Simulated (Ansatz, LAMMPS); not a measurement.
# Elastic response of glassy 72SiO2-23Al2O3-3MgO-3K2O (mol %) (134 atoms), part 2 of 3

How stiff is glassy 72SiO2-23Al2O3-3MgO-3K2O (mol %) (134 atoms), and how do its levels respond to strain?

Ansatz 0.2.0; Kohn-Sham DFT, PBE, PAW (set soft_2), plane waves.

The cell: 28 Si, 18 Al, 1 Mg, 2 K and 85 O. The quench rate of 25 K/ps is many orders above laboratory rates. The network of bonds at the start is that of the classical potential that made the cell. Only the Γ point is sampled.

So far. Step 2 (Single point at the start): The r.m.s. force at the start is 0.74 eV/Å. Step 3 (Cell and atoms relaxed): The relaxation converged after 30 steps, with a largest force component of 0.038 eV/Å.

### 4. Single point at the relaxed geometry

One more single point at the end of the walk gives the fuller output and checks the residual forces.

input.yaml

```yaml
crystal:
  lattice:
    - [12.10996, -0.0773, 0.15039]
    - [-0.0773, 11.9431, -0.10246]
    - [0.15039, -0.10246, 12.2164]
  atoms:
    - { symbol: Si, position: [0.46819, 0.37374, 0.74919] }
    - { symbol: Si, position: [0.90254, 0.34758, 0.66714] }
    - { symbol: Si, position: [0.60888, 0.16118, 0.18486] }
    - { symbol: Si, position: [0.33532, 0.45315, 0.54008] }
    - { symbol: Si, position: [0.3524, 0.93837, 0.91593] }
    - { symbol: Si, position: [0.0365, 0.76826, 0.67013] }
    [... 122 atom lines left out ...]
    - { symbol: O, position: [0.63992, 0.4357, 0.39622] }
    - { symbol: O, position: [0.13101, 0.47099, 0.80254] }
    - { symbol: O, position: [0.493, 0.71852, 0.76727] }
    - { symbol: O, position: [0.65308, 0.10641, 0.8631] }
    - { symbol: O, position: [0.16487, 0.04754, 0.65394] }
    - { symbol: O, position: [0.67461, 0.68395, 0.6422] }
kpoints:
  mp_grid: { grid: [1, 1, 1] }
hamiltonian:
  xc: pbe
scf:
  occupations: { method: gaussian, width: 0.025 }
output:
  forces: true
  stress: true
  populations: true
  dos:
    method: { smearing: { sigma: 0.1 } }
    de: 0.1
    projected: { site_lists: { Al: [Al], K: [K], Mg: [Mg], O: [O], Si: [Si] } }
  eigenvalues: true
  write_density: true
  write_potential: true
  volumetric_format: npy
  elf: true
```

Started as:

```
ansatz run input.yaml --threads 4 --pin off --max-ram 8192MiB --backend cpu --events-out ev --progress --plain --runs-dir out
```

Numbers of over 12 decimals in the logs are rounded to 6 here.

Log:

```text
[...]
Crystal: 134 atoms, lattice volume = 1766.396 Å³
Basis set: ecut = 420 eV, 34513 PW (Γ), exchange–correlation on 162×160×180 points (8 copies of the dense FFT grid, shifted against one another)
Bands: 486, of which v1, the nominal top of the filled ones, is band 352 counted from 1 (351 counted from 0)
Symmetry: 1 space group operations
[...]
k-points: 1
[...]
SCF iter   1: F=—  HF=-80867.547334 eV  |F-HF|=—  |Δ(HF+E_count)|=         —  Δρ=1.82e-3  dr2=7.13e-2  ethr=1.77e-3  ⟨swp⟩=6.0  Hψ=2169  notcnv=0  defer=72
[...]
SCF iter   9: F=-80867.578555 eV  HF=-80867.578555 eV  |F-HF|=1.22e-8  |Δ(HF+E_count)|=   3.92e-8  Δρ=1.78e-6  dr2=4.53e-8  ethr=1.42e-11  ⟨swp⟩=20.0  Hψ=4389  notcnv=0
SCF 1 converged in 9 iterations: F = -80867.578555 eV  dr2 = 4.53e-8
[...]
SCF converged after 9 iterations
Free energy (F): -80867.578555 eV
[...]
Internal energy: -80867.578555 eV  (E = F + TS)
E sigma→0 (E₀):  -80867.578555 eV
Fermi energy:    5.194292 eV
[...]
--- Forces (eV/Å), atoms counted from 1 ---
  atom   1  Si    -0.01300021     0.00472661     0.01469799
  atom   2  Si    -0.01924286     0.00000759    -0.01435363
  atom   3  Si    -0.01882959    -0.00666522     0.00048265
  atom   4  Si    -0.00166046    -0.00741117    -0.01867926
  atom   5  Si     0.01749743    -0.03013478     0.00110983
  atom   6  Si     0.02636452     0.01380296     0.01549468
  atom   7  Si     0.01197461    -0.00594732    -0.01713493
  atom   8  Si     0.00040156    -0.00370119    -0.00231958
  atom   9  Si     0.00421736    -0.00505142     0.01645296
  atom  10  Si    -0.00294434    -0.00117185     0.00550548
  atom  11  Si    -0.00466633     0.00977500    -0.00000405
  atom  12  Si    -0.01272051    -0.02885136     0.00001161
  atom  13  Si    -0.00167171    -0.00281826     0.00557677
  atom  14  Si     0.01103969     0.00479324     0.00735654
[...]
atom 133  O      0.00340340     0.00662714     0.02571747
  atom 134  O      0.00841554     0.00448786    -0.01181262
  max |Σ_I F_I| component: 9.60e-5 eV/Å
--- Stress (GPa, compression-positive) ---
        0.009130      -0.003055       0.002350
       -0.003056       0.000344      -0.001123
        0.002345      -0.001118      -0.003342
  P = ⅓ Tr σ = 0.0020 GPa (0.020 kbar)
--- Band table (eV) ---
[...]
--- Löwdin populations: 134 sites ---
  site symbol       q [e]
     0     Si      2.2162
     1     Si      2.2949
     2     Si      2.2572
[...]
133      O      6.8327
  spilling = 0.011402 (of n_electrons = 704.000000)
```

Run time: 23 s. Hardware: 4 threads of Intel Xeon Platinum 8375C at 2.90GHz (Ice Lake), shared host; peak memory 2.7 GiB.

Numbers from this run:

| Property | Result |
| --- | --- |
| free energy | -80867.5786 eV |
| free energy per atom | -603.4894 eV/atom |
| SCF cycles | 9 |
| pressure | 0.002044 GPa |
| r.m.s. force component | 0.00988 eV/Å |
| longest force | 0.04425 eV/Å |
| Fermi energy | 5.194 eV |
| gap (highest filled to lowest empty level) | 4.133 eV |
| spilling of the projection | 0.0114 |

Löwdin charges by element (they lack the spilled electrons, 0.060 e an atom on average):

| element | coordination | atoms | mean charge (e) | spread | least | most |
| --- | --- | --- | --- | --- | --- | --- |
| Al | all | 18 | 1.38 | 0.0248 | 1.31 | 1.41 |
| K | all | 2 | 0.915 | 3.0e-4 | 0.915 | 0.916 |
| Mg | all | 1 | 1.69 | 0 | 1.69 | 1.69 |
| O | all | 85 | -0.814 | 0.0354 | -0.932 | -0.749 |
| Si | all | 28 | 1.75 | 0.0247 | 1.69 | 1.79 |

States in the cell by windows of 1 eV, zero at the Fermi level; the larger projections on atomic orbitals stand beside the total:

| from (eV) | to (eV) | total | O p | Si p |
| --- | --- | --- | --- | --- |
| -10 | -9 | 24.7 | 17.3 | 1.5 |
| -9 | -8 | 32.6 | 24.3 | 3.5 |
| -8 | -7 | 54.1 | 41.9 | 6.2 |
| -7 | -6 | 59.4 | 47.8 | 5.4 |
| -6 | -5 | 69.5 | 60.1 | 3.4 |
| -5 | -4 | 88.7 | 81.4 | 2.4 |
| -4 | -3 | 99.9 | 94.3 | 1.8 |
| -3 | -2 | 60.7 | 58.5 | 0.5 |
| -2 | -1 | 0.2 | 0.2 | 0.0 |
| -1 | 1 | 0.0 | 0.0 | 0.0 |
| 1 | 2 | 0.5 | 0.0 | 0.0 |
| 2 | 3 | 1.6 | 0.0 | 0.0 |
| 3 | 4 | 10.9 | 1.2 | 1.1 |
| 4 | 5 | 18.8 | 2.1 | 2.9 |

Between -26 and -10 eV lie 202 more states.

The levels nearest the highest filled one (over half full), pooled over k-points and spins:

| level less the highest filled one (eV) | occupation |
| --- | --- |
| -0.331 | 2 |
| -0.320 | 2 |
| -0.291 | 2 |
| -0.266 | 2 |
| -0.145 | 2 |
| 0 | 2 |
| 4.13 | 0 |
| 5.23 | 0 |
| 5.55 | 0 |
| 5.75 | 0 |
| 5.91 | 0 |
| 5.97 | 0 |

ELF in the bc plane at fractional x = 0.327, with atoms of Si and Al and K and O within 0.2 Å of it. It is the smooth field of the valence electrons, not physical close to the nuclei.

Ten even steps from '0' (0.00) to '9' (0.87), each cell a mean:
```
3100599984002343246885102688863344
4420024420123321268996204875896112
8763000001578752147875104998995136
7653000001589862013442002678642246
3431000000256531000000000122100123
0000000000001000000000000000000000
0000000000001233310000000000023210
1000000000014677520000000001589985
3000000000014676410000000014898797
3000000000001343211000000015897588
2000000014554311112110000003688875
0000000048999841145542100000122211
0002331038856972367763000000000000
0036886327988851256641001210000010
0059878833675310012210245531000000
0069758951232100000001467751012431
4148998624788630000001478520268998
6113553126999961000000233000699689
5100000037999962000000011100489888
2000000015777420000000368874135664
2100012200110001100002799997200112
8620379972001233310002699996201578
9821799997103577520000256642003799
8511898898114788522331001123212699
```
Columns run along b (11.9 Å), rows up along c (12.2 Å). Atoms in or near the plane, at fractional coordinates: Si at (0.45, 0.54), Al at (0.01, 0.37), K at (0.20, 0.03), O at (0.34, 0.47), O at (0.92, 0.25), O at (0.91, 0.61), O at (0.15, 0.36), O at (0.80, 0.92).

Valence density in the bc plane at fractional x = 0.327, with atoms of Si and Al and K and O within 0.2 Å of it. It is the smooth field of the valence electrons, not physical close to the nuclei.

Ten steps, logarithmic in the rise over the least value, from '0' (0.0 e/Å³) to '9' (6.7 e/Å³), each cell a mean:
```
3211357753112344344443112467643344
4321122221123333345553223699864323
5431000001244432223432113588754335
4321000001245431111111001244432234
2210000000123211000000000011101112
0000000000011110000000000000000000
0000000000001122100000000000001110
1000000000001333210000000000135542
2100000000012344321000000001369974
2100000000012344332100000001479985
2100000001233332233210000001246653
1000000013677642344321000000012222
1111111125899753344321000000001122
1123444335788532223221000000001122
1146887543454210011111122211001121
1247998643333210000001234432112332
3235676433555321000001234322235665
3212222224688631000000122211358996
3100000024687531000000122222357986
2100000012344321000000134543224543
2100011111111111100001357764211222
4311245542111232210001357753211345
6422478874213454321000134432112467
5322578875223455432221112233222466
```
Columns run along b (11.9 Å), rows up along c (12.2 Å). Atoms in or near the plane, at fractional coordinates: Si at (0.45, 0.54), Al at (0.01, 0.37), K at (0.20, 0.03), O at (0.34, 0.47), O at (0.92, 0.25), O at (0.91, 0.61), O at (0.15, 0.36), O at (0.80, 0.92).

Filled and empty levels are parted by 4.13 eV (at Γ alone); a semilocal functional tends to put such gaps too low. In a disordered cell it changes from sample to sample, and tail or defect levels can set it. Mean Löwdin charges: Al +1.38, K +0.92, Mg +1.69, O -0.81, Si +1.75 e (they miss 1.1 % of the electrons, so they add up to more than the cell's charge).

### 5. Volume -3 %

The relaxed cell is scaled evenly and the atoms are relaxed again; the stress at the end gives one point of P(V).

input.yaml, the sections that differ from step 4:

```yaml
crystal:
  lattice:
    - [11.98763, -0.07652, 0.14887]
    - [-0.07652, 11.82245, -0.10142]
    - [0.14887, -0.10142, 12.09299]
  atoms:
    [... the 134 atom lines of step 4 ...]
output:
  forces: true
  eigenvalues: true
  stress: true
relax:
  f_tol: 0.05
  max_steps: 70
# kpoints, hamiltonian, scf: as in step 4
```

Log:

```text
Warning: output.stress: scf.convergence.dr2_threshold = 1e-7 eV (the SCF's general default) is looser than the 1.08e-8 eV advised for a printed stress (1e-10 eV for each atom of the cell: 134, of which 108 are counted). What an SCF threshold leaves in a stress goes as its square root, and in the free energy as the threshold itself, and one threshold admits the most on a small cell: [...]
[...]
Crystal: 134 atoms, lattice volume = 1713.403 Å³
Basis set: ecut = 420 eV, 33497 PW (Γ), exchange–correlation on 162×160×162 points (8 copies of the dense FFT grid, shifted against one another)
Bands: 486, of which v1, the nominal top of the filled ones, is band 352 counted from 1 (351 counted from 0)
Symmetry: 1 space group operations
[...]
k-points: 1
[...]
SCF iter   1: F=—  HF=-80866.711810 eV  |F-HF|=—  |Δ(HF+E_count)|=         —  Δρ=1.84e-3  dr2=7.05e-2  ethr=1.77e-3  ⟨swp⟩=6.0  Hψ=2303  notcnv=0  defer=73
[...]
SCF iter   6: F=-80866.727848 eV  HF=-80866.727852 eV  |F-HF|=4.46e-6  |Δ(HF+E_count)|=   9.70e-6  Δρ=2.75e-5  dr2=1.06e-5  ethr=7.70e-9  ⟨swp⟩=13.0  Hψ=3238  notcnv=0
SCF 1 converged in 6 iterations: F = -80866.727848 eV  dr2 = 1.06e-5
[...]
relax step   1: F+E_penalty+E_count = -80866.72784769 eV  Δ(F+E_penalty+E_count) = +0.000e0 eV  max|allowed force component| = 4.741e-1 eV/Å  Δτ_max = 0.0000 Å  (6 SCF iters, dr2 threshold 6.25e-5 eV, accepted)
[...]
relax step   2: F+E_penalty+E_count = -80866.96619287 eV  Δ(F+E_penalty+E_count) = -2.383e-1 eV  max|allowed force component| = 3.512e-1 eV/Å  Δτ_max = 0.0379 Å  (6 SCF iters, dr2 threshold 1.40e-5 eV, accepted)
[...]
relax step   3: F+E_penalty+E_count = -80867.13986936 eV  Δ(F+E_penalty+E_count) = -1.737e-1 eV  max|allowed force component| = 1.816e-1 eV/Å  Δτ_max = 0.0709 Å  (7 SCF iters, dr2 threshold 7.71e-6 eV, accepted)
relax step   4: F+E_penalty+E_count = -80867.15891269 eV  Δ(F+E_penalty+E_count) = -1.904e-2 eV  max|allowed force component| = 1.267e-1 eV/Å  Δτ_max = 0.0491 Å  (5 SCF iters, dr2 threshold 8.81e-6 eV, accepted)
relax step   5: F+E_penalty+E_count = -80867.10614039 eV  Δ(F+E_penalty+E_count) = +5.277e-2 eV  max|allowed force component| = 2.895e-1 eV/Å  Δτ_max = 0.2000 Å  (7 SCF iters, dr2 threshold 4.29e-6 eV, rejected (line search))
relax step   6: F+E_penalty+E_count = -80867.18853474 eV  Δ(F+E_penalty+E_count) = -2.962e-2 eV  max|allowed force component| = 5.535e-2 eV/Å  Δτ_max = 0.0706 Å  (9 SCF iters, accepted)
relax step   7: F+E_penalty+E_count = -80867.19127719 eV  Δ(F+E_penalty+E_count) = -2.742e-3 eV  max|allowed force component| = 1.737e-1 eV/Å  Δτ_max = 0.0639 Å  (8 SCF iters, accepted)
relax step   8: F+E_penalty+E_count = -80867.19793875 eV  Δ(F+E_penalty+E_count) = -6.662e-3 eV  max|allowed force component| = 4.259e-2 eV/Å  Δτ_max = 0.0372 Å  (5 SCF iters, dr2 threshold 5.76e-6 eV, accepted)
[...]
relax step   9: F+E_penalty+E_count = -80867.19793941 eV  Δ(F+E_penalty+E_count) = -6.669e-7 eV  max|allowed force component| = 4.256e-2 eV/Å  Δτ_max = 0.0000 Å  (4 SCF iters, accepted)
SCF converged after 4 iterations
Free energy (F): -80867.197939 eV
[...]
Internal energy: -80867.197939 eV  (E = F + TS)
E sigma→0 (E₀):  -80867.197939 eV
Fermi energy:    5.536475 eV
[...]
--- Forces (eV/Å), atoms counted from 1 ---
  atom   1  Si     0.00561687     0.00369805     0.00695507
  atom   2  Si    -0.02258488    -0.01679067    -0.00913694
  atom   3  Si    -0.00394999     0.00302865     0.00400412
  atom   4  Si     0.03848887     0.03283796    -0.02963698
  atom   5  Si     0.01141667    -0.02290023     0.00499172
  atom   6  Si     0.04255931    -0.00393003     0.00430339
  atom   7  Si    -0.00007946     0.01262677     0.00698555
  atom   8  Si    -0.01518484     0.00478090     0.00210376
  atom   9  Si     0.00304948     0.00247462     0.01454716
  atom  10  Si    -0.00404091     0.00261281     0.01042330
  atom  11  Si    -0.00101095    -0.00200580    -0.00817989
  atom  12  Si     0.00122603     0.00379984     0.00890943
  atom  13  Si    -0.02367557    -0.01165544     0.01410205
  atom  14  Si     0.00507425     0.00828314    -0.00238580
[...]
atom 133  O      0.00120099    -0.01029583    -0.00365999
  atom 134  O     -0.01444938     0.00880493     0.00088487
  max |Σ_I F_I| component: 6.76e-5 eV/Å
--- Stress (GPa, compression-positive) ---
        2.308040      -0.147613      -0.052624
       -0.147615       2.295589       0.043626
       -0.052630       0.043630       2.343193
  P = ⅓ Tr σ = 2.3156 GPa (23.156 kbar)
--- Band table (eV) ---
[...]
--- Relaxed structure (9 steps of the walk, 8 accepted, 0 SCFs on fresh bases) ---
  F+E_penalty+E_count = -80867.19793941 eV   max|allowed force component| = 4.256e-2 eV/Å
  atoms:
    - { symbol: Si, position: [0.465845, 0.373000, 0.749936] }
    - { symbol: Si, position: [0.901061, 0.347549, 0.668365] }
    - { symbol: Si, position: [0.607564, 0.161657, 0.183378] }
    - { symbol: Si, position: [0.335265, 0.455234, 0.539311] }
[...]
- { symbol: O, position: [0.676189, 0.675783, 0.646419] }
```

Wall time 2.3 min (4 threads); peak memory 2.6 GiB; 8.7 min of CPU time.

The program notes that the SCF threshold is loose for the stress.

The relaxation converged after 9 steps, 0.470 eV below its start, with a largest force component of 0.043 eV/Å.

Volume -3 %: the energy stands 0.381 eV above that of the reference, at a pressure of 2.32 GPa.

### 6. Volume +3 %

The relaxed cell is scaled to another volume.

Input and log are left out; they have the form of those shown for this kind of step.

Wall time 4.6 min (4 threads of Intel Xeon Platinum 8375C at 2.90GHz (Ice Lake), shared host); peak memory 2.8 GiB.

The relaxation converged after 17 steps, 0.502 eV below its start, with a largest force component of 0.027 eV/Å.

Volume +3 %: the energy stands 0.261 eV above that of the reference, at a pressure of -1.57 GPa.

### 7. Volume -6 %

The relaxed cell is scaled to another volume.

Input and log are left out; they have the form of those shown for this kind of step.

Elapsed: 4 min, on 4 threads of Intel Xeon Platinum 8375C at 2.90GHz (Ice Lake), shared host; peak memory 2.5 GiB.

The relaxation converged after 16 steps, 2.09 eV below its start, with a largest force component of 0.036 eV/Å.

Volume -6 %: the energy stands 1.52 eV above that of the reference, at a pressure of 4.61 GPa.

### 8. Volume +6 %

The relaxed cell is scaled to another volume.

Input and log are left out; they have the form of those shown for this kind of step.

It took 4.8 min on 4 threads of Intel Xeon Platinum 8375C at 2.90GHz (Ice Lake), shared host; peak memory 2.9 GiB; 18 min of CPU time.

The relaxation converged after 17 steps, 1.90 eV below its start, with a largest force component of 0.033 eV/Å.

Volume +6 %: the energy stands 1.02 eV above that of the reference, at a pressure of -3.35 GPa.

### 9. Volume -10 %

The relaxed cell is scaled to another volume.

Input and log are left out; they have the form of those shown for this kind of step.

It took 3.6 min on 4 threads of Intel Xeon Platinum 8375C at 2.90GHz (Ice Lake), shared host; peak memory 2.5 GiB.

The relaxation converged after 15 steps, 6.49 eV below its start, with a largest force component of 0.037 eV/Å.

Volume -10 %: the energy stands 4.24 eV above that of the reference, at a pressure of 7.84 GPa.

(Part 2 of 3 ends here.)

[Logs are printed without paths, hosts, clocks, repeated set-up lines and the standing remarks that a program may print on its own settings, such as how far it seeks lower states.]

[Hosts, paths, dates, database ids (printed as entryN), source tags and the programs' standing remarks are cut or masked in the printed files.]
